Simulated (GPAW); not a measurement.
## A GW chain in GPAW: PbO (P4/nmm)

Aim: the G0W0 gap of PbO (P4/nmm) on PBE, step by step.

Method: PBE and many-body steps on it, plane waves, in GPAW 26.7.0.

The database entry behind the starting cell differs from later determinations by our own check (c about 1 % long), so it need not match the best structure at ambient conditions.

## Step 1: Starting point

It takes space group P4/nmm (No. 129, tetragonal). Conventional cell: a = 3.960 Å, b = 3.960 Å, c = 5.070 Å, α = 90.00°, β = 90.00°, γ = 90.00°. Pb has 4 O at 2.32 Å nearest. O has 4 Pb at 2.32 Å nearest. Farther neighbours and most contacts between anions are not listed.

Structure file:

```cif
data_structure
_symmetry_space_group_name_H-M 'P 1'
_symmetry_Int_Tables_number 1
_cell_length_a 3.9600
_cell_length_b 3.9600
_cell_length_c 5.0700
_cell_angle_alpha 90.000
_cell_angle_beta 90.000
_cell_angle_gamma 90.000
_cell_volume 79.51
loop_
_atom_site_label
_atom_site_type_symbol
_atom_site_fract_x
_atom_site_fract_y
_atom_site_fract_z
_atom_site_occupancy
Pb1 Pb 0.00000 0.50000 0.23851 1
Pb2 Pb 0.50000 0.00000 0.76149 1
O3 O 0.00000 0.00000 0.00000 1
O4 O 0.50000 0.50000 0.00000 1
```

The cell and positions come from the Crystallography Open Database and are kept as given unless a step says otherwise. Spin-orbit coupling is left out unless a step names it.

## Step 2: Ground state

This step: GPAW 26.7.0; DFT, PBE, plane waves, PAW.

The ground-state density comes first.

The input, run.py:

```python
import json
import numpy as np
from gpaw.mpi import world
from ase import Atoms
from gpaw import GPAW, PW, FermiDirac

atoms = Atoms(['Pb', 'Pb', 'O', 'O'],
    cell=[[3.9600000000, 0.0000000000, 0.0000000000],
      [0.0000000000, 3.9600000000, 0.0000000000],
      [0.0000000000, 0.0000000000, 5.0700000000]],
    scaled_positions=[[0.0000000000, 0.5000000000, 0.2385140000],
      [0.5000000000, 0.0000000000, 0.7614860000],
      [0.0000000000, 0.0000000000, 0.0000000000],
      [0.5000000000, 0.5000000000, 0.0000000000]],
    pbc=(True, True, True))
calc = GPAW(mode=PW(600),
    xc='PBE',
    kpts={'size': (6, 6, 6), 'gamma': True},
    occupations=FermiDirac(0.001),
    nbands=-8,
    convergence={'density': 1e-6, 'bands': -3},
    maxiter=100,
    txt='gs.txt')
atoms.calc = calc
res = {'energy': atoms.get_potential_energy()}
kpts = calc.get_ibz_k_points()
res['kpts'] = kpts
res['eigenvalues'] = [calc.get_eigenvalues(kpt=k) for k in range(len(kpts))]
res['n_electrons'] = calc.get_number_of_electrons()
calc.write('gs.gpw')

if world.rank == 0:
    with open('result.json', 'w') as f:
        json.dump(res, f, default=lambda x: x.tolist())
```

On the command line:

```console
> mpirun -n 8 gpaw python run.py
```

Numbers of over 12 decimals in the logs are rounded to 6 here.

The program printed:

```text
__  _  _
 | _ |_)|_||  |
 |__||  | ||/\| - 26.7.0

Input parameters:
  mode=PW(ecut=600.0),
  convergence={'density': 1e-06, 'bands': -3},
  kpts=MonkhorstPack(size=(6, 6, 6), gamma=True),
  maxiter=100,
  nbands=-8,
  occupations=Occupations(name='fermi-dirac', width=0.001, fixmagmom=False),
  xc=XC(name='PBE')
  [... matrices ...]
Diagonalizing LCAO Hamiltonian
Converting LCAO to pw mode
   .---------.
  /|         |
 * |         |
 | |  Pb     |
 | |         |
 | |         |
 |Pb---------.
 |/    O    /
 O---------*

Atoms  # Å, Bohr magnetons
|   | symbol |        x |        y |        z |    initial magnetic moments |
| 0 |     Pb | 0.000000 | 1.980000 | 1.209266 | ( 0.0000,  0.0000,  0.0000) |
| 1 |     Pb | 1.980000 | 0.000000 | 3.860734 | ( 0.0000,  0.0000,  0.0000) |
| 2 |      O | 0.000000 | 0.000000 | 0.000000 | ( 0.0000,  0.0000,  0.0000) |
| 3 |      O | 1.980000 | 1.980000 | 0.000000 | ( 0.0000,  0.0000,  0.0000) |

Unit cell  # Å
| periodic |        x |        y |        z |  lengths |    angles |
|      yes | 3.960000 | 0.000000 | 0.000000 | 3.960000 | 90.000000 |
|      yes | 0.000000 | 3.960000 | 0.000000 | 3.960000 | 90.000000 |
|      yes | 0.000000 | 0.000000 | 5.070000 | 5.070000 | 90.000000 |

Number of symmetries: 8
Symmetry operations  # r_c * U_cc + t_c -> r_c
|   | kind |            matrix            |
| 0 |  E   |  1, 0, 0,  0, 1, 0,  0, 0, 1 |
| 1 |  σ   |  1, 0, 0,  0,-1, 0,  0, 0, 1 |
| 2 |  C2  |  0, 1, 0,  1, 0, 0,  0, 0,-1 |
| 3 |  S4  |  0, 1, 0, -1, 0, 0,  0, 0,-1 |
| 4 |  S4  |  0,-1, 0,  1, 0, 0,  0, 0,-1 |
| 5 |  C2  |  0,-1, 0, -1, 0, 0,  0, 0,-1 |
| 6 |  σ   | -1, 0, 0,  0, 1, 0,  0, 0, 1 |
| 7 |  C2  | -1, 0, 0,  0,-1, 0,  0, 0, 1 |

BZ-sampling:
  Number of BZ points: 216
  Number of IBZ points: 40

  Monkhorst-Pack size: [6, 6, 6]
  Monkhorst-Pack shift: [0.083333, 0.083333, 0.083333]

K-points  # in reciprocal-cell coordinates
|     |                                coordinates |     weight |
|   0 | (  0.00000000,   0.00000000,   0.00000000) | 0.00462963 |
|   1 | (  0.00000000,   0.00000000,   0.16666667) | 0.00925926 |
|   2 | (  0.00000000,   0.00000000,   0.33333333) | 0.00925926 |
|   3 | (  0.00000000,   0.00000000,   0.50000000) | 0.00462963 |
|   4 | (  0.16666667,   0.00000000,   0.00000000) | 0.01851852 |
|   5 | (  0.16666667,   0.00000000,   0.16666667) | 0.03703704 |
|   6 | (  0.16666667,   0.00000000,   0.33333333) | 0.03703704 |
|   7 | (  0.16666667,   0.00000000,   0.50000000) | 0.01851852 |
|   8 | (  0.16666667,   0.16666667,   0.00000000) | 0.01851852 |
|   9 | (  0.16666667,   0.16666667,   0.16666667) | 0.03703704 |
| ... |                                            |            |
|  39 | (  0.50000000,   0.50000000,   0.50000000) | 0.00462963 |

Plane wave coefficients: 2672
Cutoff: 600.0 eV

Spin-components: 1 (collinear spins)
Bands:           28
Projectors:      22
Spin-degeneracy: 2
Datatype:        complex128

  Storage: CPU
  Wave functions: 47_111_680 bytes (5_888_960 per core)
  Projectors: 40_381_440 bytes (5_047_680 per core)
  [... matrices ...]
Parallelization:
  kpt:    8
  domain: 1
  band:   1

Density:
  Valence electrons: 40.0
  Components: 1
  Grid points: [24 24 30]
  Charge: 0.0  # |e|

Potential:
  Grid points: [24 24 30]

species:
  Pb:
    name:    Lead
    Z:       82.0
    valence: 14
    core:    68
    charge:  0.0  # [|e|]
    compensation charges:
      type: gauss
      rc: 0.38  # [Å]
      lmax: 2
    cutoffs:
      filter: 2.36  # [Å]
      core: 2.43  # [Å]
    projectors
    | kind |    occ | energy [eV] | rcut [Å] |
    |   6s |  2.000 |     -11.969 |    1.259 |
    |   6p |  2.000 |      -3.506 |    1.275 |
    |   5d | 10.000 |     -21.211 |    1.217 |
    |    s |        |      15.243 |    1.259 |
    |    p |        |      23.705 |    1.275 |
    |    d |        |       6.001 |    1.217 |

    Using partial waves for Pb as LCAO basis

  O:
    name:    Oxygen
    Z:       8.0
    valence: 6
    core:    2
    charge:  0.0  # [|e|]
    compensation charges:
      type: gauss
      rc: 0.21  # [Å]
      lmax: 2
    cutoffs:
      filter: 1.17  # [Å]
      core: 0.83  # [Å]
    projectors
    | kind |    occ | energy [eV] | rcut [Å] |
    |   2s |  2.000 |     -23.961 |    0.688 |
    |   2p |  4.000 |      -9.029 |    0.598 |
    |    s |        |       3.251 |    0.688 |
    |    p |        |      18.182 |    0.598 |
    |    d |        |       0.000 |    0.619 |

    Using partial waves for O as LCAO basis

Reference energy: -1138630.631331  # eV

eigensolver:
  PPCG
  Converge bands: -3
  niter=2

density mixing:
  MSR1-Mixer
  Pratt-step length: 0.05
  Maximum mixing coefficient: 0.75
  Old densities: 10
  SVD Regularization: 0.005
  Good broyden scale: 1.0
  Trust region scale: 1.0
  Backstep threshold: 4.0
  History deletion threshold: 6.0
  Fourier metric: weight=20.0, sigma=0.015

occupation numbers:
  Fermi-Dirac:
    width: 0.0010  # eV

poisson solver:
  ecut: 4800.0  # eV

xc functional:
  name: PBE with 2 nearest neighbor stencil

Initialization done in: 2.209 s

convergence criteria:
- Maximum integral of absolute [dens]ity change: 1e-06 electrons / valence electron
- Maximum [total energy] change in last 3 cyles: 0.0005 eV / valence electron
- Maximum integral of absolute [eigenst]ate change: 4e-08 eV^2 / valence electron
maximum number of iterations: 100

SCF iterations
|iter     |     time |      energy | eigst |  dens |
|iter:   1|  |  -26.304676 | +0.68 |       |
|iter:   2|  |  -24.931985 | -0.53 | -0.97 |
|iter:   3|  |  -22.269819 | -0.15 | -1.03 |
|iter:   4|  |  -22.242507 | -2.09 | -1.51 |
|iter:   5|  |  -22.240593 | -2.42 | -1.72 |
|iter:   6|  |  -22.240981c| -3.48 | -2.52 |
|iter:   7|  |  -22.241202c| -4.50 | -2.98 |
|iter:   8|  |  -22.241185c| -4.95 | -3.50 |
|iter:   9|  |  -22.241184c| -6.08 | -3.79 |
|iter:  10|  |  -22.241184c| -7.03 | -4.43 |
|iter:  11|  |  -22.241184c| -7.61c| -4.75 |
|iter:  12|  |  -22.241184c| -8.10c| -5.46 |
|iter:  13|  |  -22.241184c| -8.86c| -6.25c|

Converged in 13 steps
SCF loop duration: 6.207 s (0.477 s/step)
Energy contributions relative to reference atoms: (reference = -1138630.631331)
  [... matrices ...]
Energy contributions:
  Kinetic:          44.021267
  Coulomb:         -42.475606
  Zero:              0.041923
  External:          0.000000
  Xc:              -23.828768
  Entropy:          -0.000000
  Spinorbit:         0.000000
  ----------------------------
  Free energy:     -22.241184
  Extrapolated:    -22.241184

dipole moment: (-27.740583, -27.740583, -28.528004)  # |e|*Ang

Fermi level: 5.773
Eigenvalues  # (at kpt = [0.000, 0.000, 0.000])
| band index |      eig [eV] | occ [0-2] |
|          0 |       -12.698 |     2.000 |
|        ... |               |           |
|         12 |        -1.524 |     2.000 |
|         13 |        -1.010 |     2.000 |
|         14 |         1.434 |     2.000 |
|         15 |         1.434 |     2.000 |
|         16 |         3.953 |     2.000 |
|         17 |         4.064 |     2.000 |
|         18 |         4.064 |     2.000 |
|         19 |         5.735 |     2.000 |
|         20 |         8.091 |     0.000 |
|         21 |        11.168 |     0.000 |
|         22 |        11.282 |     0.000 |
|         23 |        11.282 |     0.000 |
|         24 |        12.218 |     0.000 |
|         25 |        12.218 |     0.000 |
|         26 |        13.157 |     0.000 |
|         27 |        13.762 |     0.000 |

Gap: 1.098 eV
Transition (v -> c):
  (s=0, k=0, n=19, [0.00, 0.00, 0.00]) -> (s=0, k=36, n=20, [0.50, 0.50, 0.00])
Direct/indirect transitions are different
Direct gap: 2.161 eV
Transition at: (s=0, k=36, n=19, [0.50, 0.50, 0.00])
# Writing to gs.gpw (mode='')
  [... matrices ...]
```

Wall time 11 s (8 MPI ranks of AMD EPYC 7B13 (Zen 3), shared host); peak memory 1.5 GiB.

This step gave:

| Item | Value |
| --- | --- |
| total energy | -22.24 eV |
| gap | 1.098 eV |
| k of the valence top | 0, 0, 0 |
| k of the conduction bottom | 0.5, 0.5, 0 |
| least direct gap | 2.161 eV |

The gap is indirect, with the least direct gap 1.06 eV higher.

## Step 3: Bands along the symmetry lines

The cheap functional maps the bands first; the places of the edges decide which points the dearer methods must see.

The input, run.py:

```python
import json
import numpy as np
from gpaw.mpi import world
from gpaw import GPAW

path = [[0.000000, 0.000000, 0.000000],
    [0.000000, 0.062500, 0.000000],
    [0.000000, 0.125000, 0.000000],
    [0.000000, 0.187500, 0.000000],
    [0.000000, 0.250000, 0.000000],
    [0.000000, 0.312500, 0.000000],
    [0.000000, 0.375000, 0.000000],
    [0.000000, 0.437500, 0.000000],
    [0.000000, 0.500000, 0.000000],
    [0.062500, 0.500000, 0.000000],
    [0.125000, 0.500000, 0.000000],
    [0.187500, 0.500000, 0.000000],
    [0.250000, 0.500000, 0.000000],
    [0.312500, 0.500000, 0.000000],
    [0.375000, 0.500000, 0.000000],
    [0.437500, 0.500000, 0.000000],
    [0.500000, 0.500000, 0.000000],
    [0.437500, 0.437500, 0.000000],
    [0.375000, 0.375000, 0.000000],
    [0.312500, 0.312500, 0.000000],
    [0.250000, 0.250000, 0.000000],
    [0.187500, 0.187500, 0.000000],
    [0.125000, 0.125000, 0.000000],
    [0.062500, 0.062500, 0.000000],
    [0.000000, 0.000000, 0.000000],
    [0.000000, 0.000000, 0.062500],
    [0.000000, 0.000000, 0.125000],
    [0.000000, 0.000000, 0.187500],
    [0.000000, 0.000000, 0.250000],
    [0.000000, 0.000000, 0.312500],
    [0.000000, 0.000000, 0.375000],
    [0.000000, 0.000000, 0.437500],
    [0.000000, 0.000000, 0.500000],
    [0.000000, 0.062500, 0.500000],
    [0.000000, 0.125000, 0.500000],
    [0.000000, 0.187500, 0.500000],
    [0.000000, 0.250000, 0.500000],
    [0.000000, 0.312500, 0.500000],
    [0.000000, 0.375000, 0.500000],
    [0.000000, 0.437500, 0.500000],
    [0.000000, 0.500000, 0.500000],
    [0.062500, 0.500000, 0.500000],
    [0.125000, 0.500000, 0.500000],
    [0.187500, 0.500000, 0.500000],
    [0.250000, 0.500000, 0.500000],
    [0.312500, 0.500000, 0.500000],
    [0.375000, 0.500000, 0.500000],
    [0.437500, 0.500000, 0.500000],
    [0.500000, 0.500000, 0.500000],
    [0.437500, 0.437500, 0.500000],
    [0.375000, 0.375000, 0.500000],
    [0.312500, 0.312500, 0.500000],
    [0.250000, 0.250000, 0.500000],
    [0.187500, 0.187500, 0.500000],
    [0.125000, 0.125000, 0.500000],
    [0.062500, 0.062500, 0.500000],
    [0.000000, 0.000000, 0.500000],
    [0.000000, 0.500000, 0.000000],
    [0.000000, 0.500000, 0.062500],
    [0.000000, 0.500000, 0.125000],
    [0.000000, 0.500000, 0.187500],
    [0.000000, 0.500000, 0.250000],
    [0.000000, 0.500000, 0.312500],
    [0.000000, 0.500000, 0.375000],
    [0.000000, 0.500000, 0.437500],
    [0.000000, 0.500000, 0.500000],
    [0.500000, 0.500000, 0.000000],
    [0.500000, 0.500000, 0.062500],
    [0.500000, 0.500000, 0.125000],
    [0.500000, 0.500000, 0.187500],
    [0.500000, 0.500000, 0.250000],
    [0.500000, 0.500000, 0.312500],
    [0.500000, 0.500000, 0.375000],
    [0.500000, 0.500000, 0.437500],
    [0.500000, 0.500000, 0.500000]]
calc = GPAW('gs.gpw').fixed_density(kpts=path,
    symmetry='off',
    nbands=30,
    convergence={'bands': 26},
    txt='bands.txt')
res = {}
kpts = calc.get_ibz_k_points()
res['kpts'] = kpts
res['eigenvalues'] = [calc.get_eigenvalues(kpt=k) for k in range(len(kpts))]
res['n_electrons'] = calc.get_number_of_electrons()

if world.rank == 0:
    with open('result.json', 'w') as f:
        json.dump(res, f, default=lambda x: x.tolist())
```

On the command line:

```console
> mpirun -n 8 gpaw python run.py
```

The program printed:

```text
Diagonalizing LCAO Hamiltonian
Converting LCAO to pw mode
convergence criteria:
- Maximum integral of absolute [eigenst]ate change: 4e-08 eV^2 / valence electron
maximum number of iterations: 100

SCF iterations
|iter     |     time |      energy | eigst |  dens |
|iter:   1|  |             | +1.02 |       |
|iter:   2|  |             | -0.48 |       |
|iter:   3|  |             | -1.66 |       |
[...]
|iter:   7|  |             | -5.95 |       |
|iter:   8|  |             | -6.97 |       |
|iter:   9|  |             | -7.67c|       |
SCF steps: 9
  __  _  _
 | _ |_)|_||  |
 |__||  | ||/\| - 26.7.0

Input parameters:
  mode=PW(ecut=600.0),
  convergence={'bands': 26},
  gpts=array([24, 24, 30]),
  kpts=KPoints(kpts=array([[0.    , 0.    , 0.    ],
         [0.    , 0.0625, 0.    ],
         [0.    , 0.125 , 0.    ],
         [0.    , 0.1875, 0.    ],
         [0.    , 0.25  , 0.    ],
         [0.    , 0.3125, 0.    ],
         [0.    , 0.375 , 0.    ],
[...]
[0.0625, 0.5   , 0.    ],
[...]
[0.1875, 0.5   , 0.    ],
[...]
[0.3125, 0.5   , 0.    ],
[...]
[0.4375, 0.4375, 0.    ],
[...]
[0.3125, 0.3125, 0.    ],
[...]
[0.1875, 0.1875, 0.    ],
[...]
[0.    , 0.    , 0.0625],
[...]
[0.    , 0.    , 0.1875],
[...]
[0.    , 0.    , 0.3125],
[...]
[0.    , 0.3125, 0.5   ],
[...]
[0.    , 0.4375, 0.5   ],
[...]
[0.3125, 0.5   , 0.5   ],
[...]
[0.4375, 0.5   , 0.5   ],
[...]
[0.1875, 0.1875, 0.5   ],
[...]
[0.0625, 0.0625, 0.5   ],
[...]
[0.5   , 0.5   , 0.25  ],
         [0.5   , 0.5   , 0.3125],
         [0.5   , 0.5   , 0.375 ],
         [0.5   , 0.5   , 0.4375],
         [0.5   , 0.5   , 0.5   ]])),
  maxiter=100,
  nbands=30,
  occupations=Occupations(name='fermi-dirac', width=0.001, fixmagmom=False),
  parallel={},
  symmetry=Symmetry(point_group=False, time_reversal=False),
  xc=XC(name='PBE')
```

The job ended after 11 s (8 MPI ranks; peak memory 1.6 GiB; 88 s of CPU time).

Numbers from this step:

```
gap                        : 1.096 eV
k of the valence top       : 0, 0.0625, 0
k of the conduction bottom : 0.5, 0.5, 0
least direct gap           : 2.161 eV
```

The gap is 1.096 eV, −0.002 eV from the run before at this level.

The electronic bands at the labelled points (eV, zero at the top of the highest filled band):

| point | band 17 | band 18 | band 19 | band 20 | band 21 | band 22 | band 23 | band 24 |
| --- | --- | --- | --- | --- | --- | --- | --- | --- |
| Γ | -1.78 | -1.67 | -1.67 | 0.00 | 2.35 | 5.43 | 5.54 | 5.54 |
| halfway | -2.58 | -2.08 | -2.01 | -0.27 | 3.50 | 3.51 | 5.41 | 5.87 |
| X | -3.03 | -3.03 | -1.77 | -1.77 | 3.31 | 3.31 | 6.54 | 6.54 |
| halfway | -2.25 | -2.25 | -1.50 | -1.50 | 2.43 | 2.43 | 5.36 | 5.36 |
| M | -1.76 | -1.76 | -1.06 | -1.06 | 1.10 | 1.10 | 5.17 | 5.17 |
| halfway | -2.91 | -2.80 | -1.29 | -0.56 | 2.99 | 3.34 | 4.67 | 5.10 |
| Γ | -1.78 | -1.67 | -1.67 | 0.00 | 2.35 | 5.43 | 5.54 | 5.54 |
| halfway | -1.80 | -1.68 | -1.68 | -0.44 | 2.09 | 4.48 | 4.48 | 4.98 |
| Z | -1.82 | -1.70 | -1.70 | -1.12 | 2.07 | 3.93 | 3.93 | 4.29 |
| halfway | -2.40 | -2.10 | -1.21 | -1.08 | 2.24 | 3.14 | 4.56 | 6.52 |
| R | -3.00 | -3.00 | -1.09 | -1.09 | 2.98 | 2.98 | 6.26 | 6.26 |
| halfway | -1.78 | -1.78 | -1.55 | -1.55 | 3.33 | 3.33 | 4.52 | 4.52 |
| A | -2.31 | -2.31 | -1.06 | -1.06 | 3.32 | 3.32 | 4.60 | 4.60 |
| halfway | -2.83 | -1.65 | -1.29 | -1.18 | 2.41 | 3.59 | 3.83 | 6.37 |
| Z | -1.82 | -1.70 | -1.70 | -1.12 | 2.07 | 3.93 | 3.93 | 4.29 |
| jump to X | -3.03 | -3.03 | -1.77 | -1.77 | 3.31 | 3.31 | 6.54 | 6.54 |
| halfway | -3.02 | -3.02 | -1.39 | -1.39 | 3.14 | 3.14 | 6.42 | 6.42 |
| R | -3.00 | -3.00 | -1.09 | -1.09 | 2.98 | 2.98 | 6.26 | 6.26 |
| jump to M | -1.76 | -1.76 | -1.06 | -1.06 | 1.10 | 1.10 | 5.17 | 5.17 |
| halfway | -2.05 | -2.05 | -1.06 | -1.06 | 1.91 | 1.91 | 5.50 | 5.50 |
| A | -2.31 | -2.31 | -1.06 | -1.06 | 3.32 | 3.32 | 4.60 | 4.60 |

## Step 4: Empty states on the mesh, 4×4×4 mesh, 723 bands

The sums over transitions need many empty states on a uniform mesh; this step solves for them.

The input, run.py:

```python
import json
import numpy as np
from gpaw.mpi import world
from gpaw import GPAW

calc = GPAW('gs.gpw').fixed_density(kpts={'size': (4, 4, 4), 'gamma': True},
    parallel={'domain': 1, 'band': 1},
    txt='nscf.txt')
calc.diagonalize_full_hamiltonian(nbands=723)
calc.write('full.gpw', mode='all')
res = {}
kpts = calc.get_ibz_k_points()
res['kpts'] = kpts
res['eigenvalues'] = [calc.get_eigenvalues(kpt=k) for k in range(len(kpts))]
res['n_electrons'] = calc.get_number_of_electrons()

if world.rank == 0:
    with open('result.json', 'w') as f:
        json.dump(res, f, default=lambda x: x.tolist())
```

On the command line:

```console
> mpirun -n 8 gpaw python run.py
```

The program printed:

```text
Diagonalizing LCAO Hamiltonian
Converting LCAO to pw mode
convergence criteria:
- Maximum integral of absolute [eigenst]ate change: 4e-08 eV^2 / valence electron
maximum number of iterations: 100

SCF iterations
|iter     |     time |      energy | eigst |  dens |
|iter:   1|  |             | +1.00 |       |
|iter:   2|  |             | -0.48 |       |
|iter:   3|  |             | -1.51 |       |
[...]
|iter:   8|  |             | -6.19 |       |
|iter:   9|  |             | -7.12 |       |
|iter:  10|  |             | -7.77c|       |
SCF steps: 10
  __  _  _
 | _ |_)|_||  |
 |__||  | ||/\| - 26.7.0

Input parameters:
  mode=PW(ecut=600.0),
  convergence={'density': 1e-06, 'bands': -3},
  gpts=array([24, 24, 30]),
  kpts=MonkhorstPack(size=(4, 4, 4), gamma=True),
  maxiter=100,
  nbands=28,
  occupations=Occupations(name='fermi-dirac', width=0.001, fixmagmom=False),
  parallel={'domain': 1, 'band': 1},
  xc=XC(name='PBE')
Matrix size: 2640x2640
# Writing to full.gpw (mode='all')
  [... matrices ...]

timing:  # [seconds]
  Total: 33.566  # ━━━━━━━━━━━━━━━━━━━━━━━━━━━━━━━━━━━━━━━━━━━━━━━━━━━━━━━━━━
```

The job ended after 40 s (8 MPI ranks; peak memory 6.2 GiB).

Numbers from this step:

| Quantity | Value |
| --- | --- |
| gap | 1.098 eV |
| k of the valence top | 0, 0, 0 |
| k of the conduction bottom | 0.5, 0.5, 0 |
| least direct gap | 2.161 eV |
| k points computed | 18 |
| lowest point of the top converged band, above the valence top | 235.3706 eV |

On this mesh the gap is 1.098 eV.

[end of part 1 of 2]

[Paths, hosts, dates, memory and timing lines, banners, echoed tables and standing remarks are left out of the program output.]

[Logs are printed without paths, hosts, clocks, repeated set-up lines and the standing remarks that a program may print on its own settings, such as how far it seeks lower states.]

[Runs of the session that timed out or met a known fault of the program may be left out.]

[Hosts, paths, dates, database ids (printed as entryN), source tags and the programs' standing remarks are cut or masked in the printed files.]
